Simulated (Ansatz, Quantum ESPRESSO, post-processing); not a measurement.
# Al(100) under a row of overlayers, part 2 of 2

Which overlayers raise and which lower the work function of Al(100), and does electronegativity predict it?

Quantum ESPRESSO 7.5; plane-wave DFT, PBEsol, GBRV ultrasoft pseudopotentials; geometry by Ansatz 0.2.0 with PAW datasets.

So far. Step 9 (SCF with pw.x, O overlayer): The covered face stands at 3.89 eV against 4.24 eV when clean. Step 9 (SCF with pw.x, O overlayer): Inside the slab this potential holds the local part of the pseudopotentials, which can be repulsive at the nuclei; only its value in the vacuum has a meaning of its own.

## Step 10: Projections on atomic orbitals, O overlayer

The input, O.pdos.in:

```
&projwfc
  prefix = 'O.esm'
  outdir = './out'
  filpdos = 'O.pdos'
  Emin = -12.112
  Emax = -0.112
  DeltaE = 0.1
  ngauss = 0
  degauss = 0.01
/
```

Run with:

```bash
OMP_NUM_THREADS=1 mpirun -n 2 projwfc.x -in O.pdos.in > O.pdos.out
```

It took 2 s on 2 MPI ranks of Arm Neoverse N1, shared host; peak memory 0.1 GiB.

This step gave:

- spilling of the projection: 0.013

Projected DOS an atom over height of the atomic layer and energy from the Fermi level. Columns are the atomic layers from the bottom up.

Values in states/eV, 22 rows by 6 columns, each cell a mean:
```
0.43 0.27 0.33 0.15 0.40 0.08
0.58 0.40 0.45 0.49 0.23 0.11
0.46 0.31 0.29 0.54 0.32 0.10
0.55 0.32 0.37 0.32 0.27 0.15
0.48 0.55 0.54 0.40 0.22 0.09
0.55 0.34 0.44 0.40 0.26 0.08
0.47 0.22 0.31 0.31 0.15 0.17
0.37 0.32 0.27 0.37 0.09 0.16
0.54 0.31 0.37 0.45 0.14 0.24
0.49 0.56 0.42 0.60 0.09 0.15
0.33 0.11 0.23 0.21 0.06 0.22
0.41 0.55 0.53 0.39 0.02 0.26
0.31 0.26 0.28 0.31 0.02 0.25
0.31 0.23 0.22 0.31 0.02 1.20
0.26 0.27 0.24 0.32 0.11 1.69
0.23 0.27 0.30 0.26 0.16 1.48
0.33 0.41 0.38 0.34 0.24 1.10
0.21 0.31 0.35 0.28 0.13 0.47
0.17 0.18 0.13 0.19 0.38 1.10
0.23 0.32 0.30 0.30 0.12 0.24
0.13 0.13 0.13 0.12 0.30 0.77
0.20 0.39 0.32 0.23 0.35 0.65
```
Columns: height of the atomic layer (Å) from -4.48 to 4.48 (not evenly spaced); rows upwards: energy from the Fermi level (eV) from -8.00 to 1.40.

The atomic orbitals miss 1.3 % of the occupied states; for empty states the projections can miss much more.

## Step 11: Relaxation with Ansatz, Cl overlayer

Level of this step: plane-wave DFT, PBE, Ansatz PAW (Ansatz 0.2.0).

System of this step: Al(100), 5 layers, one monolayer of Cl on hollow sites. The cell holds 6 atoms: 5 Al and 1 Cl. Cell: a = 2.864 Å, b = 2.864 Å, c = 27.100 Å, α = 90.0°, β = 90.0°, γ = 90.0°. It derives from Al. Vacuum lies along c.

The input, input.yaml:

```yaml
crystal:
  lattice:
    - [2.8637824638, 0.0, 0.0]
    - [0.0, 2.8637824638, 0.0]
    - [0.0, 0.0, 27.1]
  atoms:
    - { symbol: Al, position: [0.0, 0.0, 0.3062730627] }
    - { symbol: Al, position: [0.5, 0.5, 0.38099631] }
    - { symbol: Al, position: [0.0, 0.0, 0.4557195572] }
    - { symbol: Al, position: [0.5, 0.5, 0.5304428044] }
    - { symbol: Al, position: [0.0, 0.0, 0.6051660517] }
    - { symbol: Cl, position: [0.5, 0.5, 0.6396293962] }
kpoints:
  mp_grid: { grid: [8, 8, 1] }
hamiltonian:
  xc: pbe
scf:
  occupations: { method: fermi_dirac, width: 0.1 }
  convergence: { dr2_threshold: 1.0e-08 }
efield:
  axis: 3
  dipole_correction: true
  ramp_position: 0.97
  ramp_width: 0.04
relax:
  f_tol: 0.01
  constraints: [{ sites: [0, 1, 2] }]
output:
  write_potential: true
  write_density: true
  volumetric_format: npy
```

Run with:

```bash
ansatz run input.yaml --threads 2 --pin off --max-ram 4096MiB --backend cpu --events-out ev --progress --plain --runs-dir out
```

Run time: 45 s. Hardware: 2 threads; peak memory 0.39 GiB; 55 s of CPU time.

Relaxation path:

| step | energy less that of the first step (eV) | largest force component (eV/Å) |
| --- | --- | --- |
| 1 | 0.0000 | 5.1902 |
| 2 | -1.1459 | 3.1702 |
| 3 | -1.7272 | 0.3579 |
| 4 | -1.7529 | 0.0685 |
| 5 | -1.7559 | 0.0239 |
| 6 | -1.7559 | 0.0009 |

The atoms that moved most (Å):

| atom | dx | dy | dz | length |
| --- | --- | --- | --- | --- |
| Cl6 | 0.000 | 0.000 | 0.539 | 0.539 |
| Al5 | 0.000 | 0.000 | -0.167 | 0.167 |
| Al4 | 0.000 | 0.000 | -0.054 | 0.054 |

The relaxed structure:

```xyz
6
Lattice="2.8638 0.0000 0.0000 0.0000 2.8638 0.0000 0.0000 0.0000 27.1000" Properties=species:S:1:pos:R:3
Al    0.0000    0.0000    8.3000
Al    1.4319    1.4319   10.3250
Al    0.0000    0.0000   12.3500
Al    1.4319    1.4319   14.3210
Al    0.0000    0.0000   16.2332
Cl    1.4319    1.4319   17.8731
```

The relaxation lowers the energy by 293 meV an atom. Held were the atoms numbered 1, 2 and 3; the forces quoted are those on the free ones.

This step gave:

```
free energy                     : -3767.0624 eV
energy at zero smearing         : -3767.0264 eV
smearing term TS                : 0.07206 eV
Fermi energy                    : 1.277 eV
work function of the upper face : 4.398 eV
work function of the lower face : 4.203 eV
dipole along the normal         : -0.008797 e·Å
```

## Step 12: Ground state, Cl overlayer

Level of this step: plane-wave DFT, PBEsol, GBRV ultrasoft pseudopotentials (Quantum ESPRESSO 7.5).

The input, Cl.esm.in:

```
&control
  prefix = 'Cl.esm'
  outdir = './out'
  pseudo_dir = './pseudo'
  calculation = 'scf'
  tprnfor = .true.
/
&system
  ibrav = 0
  nat = 6
  ntyp = 2
  ecutwfc = 40
  ecutrho = 200
  occupations = 'smearing'
  smearing = 'mv'
  degauss = 0.02
  assume_isolated = 'esm'
  esm_bc = 'bc1'
/
&electrons
  conv_thr = 1e-07
  mixing_beta = 0.4
  electron_maxstep = 120
  mixing_mode = 'local-TF'
/
ATOMIC_SPECIES
  Al  26.9815  al_pbesol_v1.uspp.F.UPF
  Cl  35.4500  cl_pbesol_v1.4.uspp.F.UPF
CELL_PARAMETERS angstrom
  2.86378246380000 0.00000000000000 0.00000000000000
  0.00000000000000 2.86378246380000 0.00000000000000
  0.00000000000000 0.00000000000000 27.10000000000000
ATOMIC_POSITIONS crystal
  Al  0.000000000000 0.000000000000 -0.176625822817
  Al  0.500000000000 0.500000000000 -0.101902575517
  Al  0.000000000000 0.000000000000 -0.027179328317
  Al  0.500000000000 0.500000000000 0.045549743455
  Al  -0.000000000000 0.000000000000 0.116110979550
  Cl  0.500000000000 0.500000000000 0.176625822817
K_POINTS automatic
  8 8 1 0 0 0
```

Run with:

```bash
OMP_NUM_THREADS=1 mpirun -n 2 pw.x -nk 2 -in Cl.esm.in > Cl.esm.out
```

It took 2.8 min on 2 MPI ranks; peak memory 0.44 GiB.

Numbers from this step:

```
free energy                                                    : -905.2181 eV
Fermi energy                                                   : -4.371 eV
vacuum line at the lower end of the cell, over the Fermi level : 4.299 eV
vacuum line at the upper end of the cell, over the Fermi level : 4.443 eV
```

The potential energy, planar mean oscillates, so the rows of the table below give means over windows of 1.92 Å about each position, cut where the curve ends. Its maxima inside the range that stand out by 2 % of the span (Å: eV): -3.7: -1.97, -1.7: -1.96, 0.2: -2.32, 2.1: -2.72, 4.0: -4.83. Its minima: -4.7: -11.4, -2.7: -11.6, -0.7: -11.5, 1.2: -11.8, 3.2: -12.4, 4.7: -18.3.

Electrostatic potential energy of an electron; zero at the Fermi level. Table of potential energy, planar mean by z; means over each step:

```csv
z (Å),"potential energy, planar mean (eV)"
-12.59,4.30
-10.67,4.30
-8.75,4.30
-6.83,3.66
-4.91,-6.26
-2.99,-6.81
-1.07,-6.72
0.85,-6.96
2.77,-7.49
4.69,-9.00
6.61,4.00
8.53,4.44
10.45,4.44
12.37,4.44
```

The covered face stands at 4.44 eV against 4.24 eV when clean.

Inside the slab this potential holds the local part of the pseudopotentials, which can be repulsive at the nuclei; only its value in the vacuum has a meaning of its own.

## Step 13: Projections on atomic orbitals, Cl overlayer

The input, Cl.pdos.in:

```
&projwfc
  prefix = 'Cl.esm'
  outdir = './out'
  filpdos = 'Cl.pdos'
  Emin = -12.371
  Emax = -0.371
  DeltaE = 0.1
  ngauss = 0
  degauss = 0.01
/
```

Run with:

```bash
OMP_NUM_THREADS=1 mpirun -n 2 projwfc.x -in Cl.pdos.in > Cl.pdos.out
```

Wall time 1.8 s (2 MPI ranks); peak memory 0.14 GiB; 2.9 s of CPU time.

Read from the output:

* spilling of the projection: 0.0133

Projected DOS an atom over height of the atomic layer and energy from the Fermi level. Columns are the atomic layers from the bottom up.

Ten even steps from '_' (0.06 states/eV) to '@' (1.25 states/eV), each cell a mean:
```
==::==::==__
--......::__
==::::::::__
::--..::--__
==..::....__
::::==--..__
--::::::::__
==..::__..::
::::..::..==
--....::__**
====--==::##
..__..____++
::--==--..**
........__--
::....::__@@
..::....__++
........__##
..::::::::**
........::##
__....__..==
....____..==
__......::==
```
Columns: height of the atomic layer (Å) from -4.79 to 4.79 (not evenly spaced); rows upwards: energy from the Fermi level (eV) from -8.00 to 1.50.

The atomic orbitals miss 1.3 % of the occupied states; for empty states the projections can miss much more.

## Step 14: The series side by side

Against the clean face, with Pauling's electronegativity for orientation:

```csv
overlayer,electronegativity,height over the top plane (Å),change of work function (eV),step from Ansatz's dipole (eV)
H,2.2,0.73,-0.25,-0.33
O,3.44,0.58,-0.35,-0.47
Cl,3.16,1.64,+0.20,+0.20
```

All levels:

```csv
level,covered face (eV),bare face (eV),"Ansatz, covered face (eV)",dipole by Ansatz (e Å),CPU time (s)
clean,4.244,4.245,4.221,7.90e-5,121.4
H,3.99,4.306,3.934,0.01501,207.2
O,3.891,4.334,3.828,0.02138,240.2
Cl,4.443,4.299,4.398,-0.008797,325.9
```

## Step 15: By hand

Under O the faces differ by -0.44 eV. By the Helmholtz relation p = −Δφ A/180.95 = +0.0201 e Å a cell, or +0.10 D; Ansatz's dipole is +0.0214 e Å.

## Step 16: Summary of results

```yaml
work_function_of_the_clean_face: 4.24 eV
change_under_h: -0.25 eV
change_under_o: -0.35 eV
change_under_cl: +0.20 eV
```

What this shows: On a clean face of 4.24 eV the changes run from -0.35 eV (O) to +0.20 eV (Cl) (PBEsol, GBRV ultrasoft). Electronegativity alone doesn't order the changes: height, charge transfer and the push-back of the metal's own spill-out all enter the dipole. Of 4 overlayers planned, 3 are shown; the others were not run or did not converge. O lowers the work function although electronegative. The bare face moves by 0.09 eV over the row; it should not move at all, so the changes above are uncertain by about as much. Full 1×1 monolayers on one site are model structures; at this coverage neighbours depolarise each other, and real layers may take other sites or reconstruct. The upper layers were relaxed under PBE at the tabulated lattice constant.

Computed beside measured:

```
                             quantity  measured  PBEsol, GBRV ultrasoft, clean
work function (clean (100) face) (eV)      4.32                4.24 (-0.08 eV)
```

Measured values from arxiv:1702.08515 (2017).

**Verdict.** The work function is off by -0.08 eV: good agreement. The grades are ours: good and fair within 3 and 7 % for the work function. Other measurements of the same face can differ from the value quoted by 0.1 to 0.2 eV.

[Logs are printed without paths, hosts, clocks, repeated set-up lines and the standing remarks that a program may print on its own settings, such as how far it seeks lower states.]

[Hosts, paths, dates, database ids (printed as entryN), source tags and the programs' standing remarks are cut or masked in the printed files.]

[Maps of the electrostatic potential energy from Ansatz leave out the sawtooth potential of an applied field or a dipole correction, so their vacuum need not be flat; planar profiles and work functions include it.]
